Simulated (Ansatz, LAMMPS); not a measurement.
# Amorphous 42Ga2O3-58Al2O3 (mol %) (95 atoms) under strain: runs compared

How stiff is amorphous 42Ga2O3-58Al2O3 (mol %) (95 atoms), and how do its levels respond to strain?

Computed with Ansatz 0.2.0: Kohn-Sham DFT, PBE, PAW (set soft_2), plane waves.

## 1. The cell as built

The cell holds 95 atoms: 16 Ga, 22 Al and 57 O. Its edges and angles: a = 9.861 Å, b = 9.861 Å, c = 9.861 Å, α = 90.0°, β = 90.0°, γ = 90.0°. 95 atoms (16 Fe, 22 Al, 57 O) placed at random at 3.62 g/cm³, melted at 5000 K for 10 ps at fixed volume with the Morse and Coulomb pair potential with partial charges (Pedone, Malavasi, Menziani, Cormack and Segre, J. Phys. Chem. B 110, 11780 (2006)). Quenched from 5000 K to 300 K at 100 K/ps and fixed volume, held 10 ps at zero pressure, then minimised at fixed cell. Then Fe was replaced by Ga and the cell scaled by 1.006 (the potential has no terms for the new elements, so the cell is a start for a DFT relaxation).

Limits known from the start: The quench rate of 100 K/ps far exceeds what a furnace or splat quench reaches, so expect more defects and frozen-in strain than in a real sample. The network of bonds at the start is that of the classical potential that made the cell, and needn't be the one that DFT or experiment would give. The Brillouin zone is sampled at Γ only.

## 2. The reference run

The reference is a single point at the end of the relaxation.

Every strained cell starts from the geometry of this run, and its atoms are relaxed with the cell held.

Its input, with most atom lines left out:

```yaml
crystal:
  lattice:
    - [10.2011, -0.07829, 0.09733]
    - [-0.07829, 10.16156, 0.1714]
    - [0.09733, 0.1714, 9.95483]
  atoms:
    - { symbol: Ga, position: [0.80713, 0.44397, 0.67842] }
    - { symbol: Ga, position: [0.62246, 0.56882, 0.84055] }
    - { symbol: Ga, position: [0.03663, 0.43387, 0.9697] }
    - { symbol: Ga, position: [0.5655, 0.72864, 0.57397] }
    - { symbol: Ga, position: [0.34152, 0.56071, 0.05711] }
    - { symbol: Ga, position: [0.3352, 0.53138, 0.48455] }
    - { symbol: Ga, position: [0.12809, 0.78026, 0.40738] }
    [... atom lines 8 to 95 left out ...]
kpoints:
  mp_grid: { grid: [1, 1, 1] }
hamiltonian:
  xc: pbe
scf:
  occupations: { method: fixed }
output:
  forces: true
  stress: true
  populations: true
  dos:
    method: { smearing: { sigma: 0.15 } }
    de: 0.1
    projected: { site_lists: { Al: [Al], Ga: [Ga], O: [O] } }
  eigenvalues: true
  write_density: true
  write_potential: true
  volumetric_format: npy
  elf: true
```

| Quantity | Value |
| --- | --- |
| free energy per atom | -1102.9593 eV/atom |
| r.m.s. force component | 0.00499 eV/Å |
| pressure | 0.01347 GPa |

Filled and empty levels are parted by 2.46 eV (at Γ alone); a semilocal functional tends to put such gaps too low. In a disordered cell it changes from sample to sample, and tail or defect levels can set it.

## 3. The runs

Each row is one run, on 4 threads of Intel Xeon Platinum 8375C at 2.90GHz (Ice Lake), shared host. The free energy is the program's total, comparable only between runs with the same functional, potentials and atoms.

```csv
run,atoms,outcome,"ionic steps, all passes",free energy (eV),time,host memory (GiB)
Single point at the start,95,converged,-,-104775.891,10 s,1.4
Cell and atoms relaxed,95,converged,16,-104781.131,2.8 min,1.4
Single point at the relaxed geometry,95,converged,-,-104781.131,18 s,1.6
Volume -3 %,95,converged,10,-104780.827,2.2 min,1.5
Volume +3 %,95,converged,7,-104780.847,94 s,1.6
Volume -6 %,95,converged,8,-104779.602,73 s,1.5
Volume +6 %,95,converged,16,-104780.564,2.4 min,1.6
Volume -10 %,95,converged,14,-104777.044,1.8 min,1.5
Stretched by 1 % along x,95,converged,7,-104781.072,56 s,1.6
Compressed by 1 % along x,95,converged,5,-104781.063,42 s,1.6
Sheared by 2 % in xy,95,converged,8,-104781.058,70 s,1.6
```

In some runs the program notes that the SCF threshold is loose for the stress.

## 4. Pressure against volume

Atoms are relaxed at each volume, in the scaled cell.

```csv
volume change (%),volume (Å³/atom),energy change (meV/atom),pressure (GPa),largest move on relaxing (Å),bonds,gap (eV)
-10,9.772,43.02,13.94,1.09,195,3.20
-6,10.206,16.10,7.94,0.44,189,2.87
-3,10.532,3.21,4.29,0.41,187,2.65
+0,10.857,0.00,0.01,-,185,2.46
+3,11.183,3.00,-2.85,0.25,183,2.21
+6,11.509,5.98,-3.98,0.77,175,2.29
```

## 5. Uniaxial strain and shear

Stress (GPa, compression positive) less that of the relaxed cell, atoms relaxed:

```csv
strain,xx,yy,zz,xy,energy change (meV/atom)
stretched by 1 % along x,-1.700,-0.461,-0.713,0.106,0.63
compressed by 1 % along x,1.994,0.529,0.821,-0.200,0.72
sheared by 2 % in xy,0.224,0.205,0.330,-1.025,0.77
```

## 6. What came out

The bulk modulus, from the slope of pressure against ln V over the three points nearest the relaxed volume, is 119 GPa; between neighbouring points the slope runs 138, 116, 140, 97 and 40 GPa from the smallest volume up, without a steady fall, so no pressure derivative is given. The count of bonds runs from 175 to 195 over the series, so at some points contacts cross the cutoffs. At -10 % and +6 % some atom moved by over 0.5 Å on relaxing, so those points may sit in another local minimum. The gap goes from 3.20 eV at the smallest volume to 2.29 eV at the largest, -6.0 eV per unit of ln V by a straight line, not monotonically (lowest 2.21, highest 3.20 eV), on the run's k-points. In the Cartesian axes of the cell, finite differences give C11 = 185, C12 = 49.5, C13 = 76.7 and C66 = 51.3 GPa (the shear of 2 % is the engineering strain, εxy = 0.01). The mean of C11, C12 and C13, which equals the bulk modulus in a cubic or isotropic solid, is 104 GPa: it lies 13 % under the bulk modulus from the volumes. For an isotropic solid C66 would equal (C11 − C12)/2 = 67.6 GPa; so small a sample needn't be isotropic, and C66 rests on one shear. With the bulk modulus and C66 as K and G, Young's modulus would be about 134 GPa and Poisson's ratio 0.31.

Caveats: Strains are finite and relaxations stop at the force tolerance of the input, which can leave moduli too stiff; they are those of a static cell at zero temperature. Volumes are changed with the cell's shape held, so in an anisotropic solid the modulus lies over the one under free hydrostatic load. The program notes that the SCF threshold of the relaxations is loose for the stress.

The DFT runs together took 15 min of wall time.

[Logs are printed without paths, hosts, clocks, repeated set-up lines and the standing remarks that a program may print on its own settings, such as how far it seeks lower states.]

[Hosts, paths, dates, database ids (printed as entryN), source tags and the programs' standing remarks are cut or masked in the printed files.]
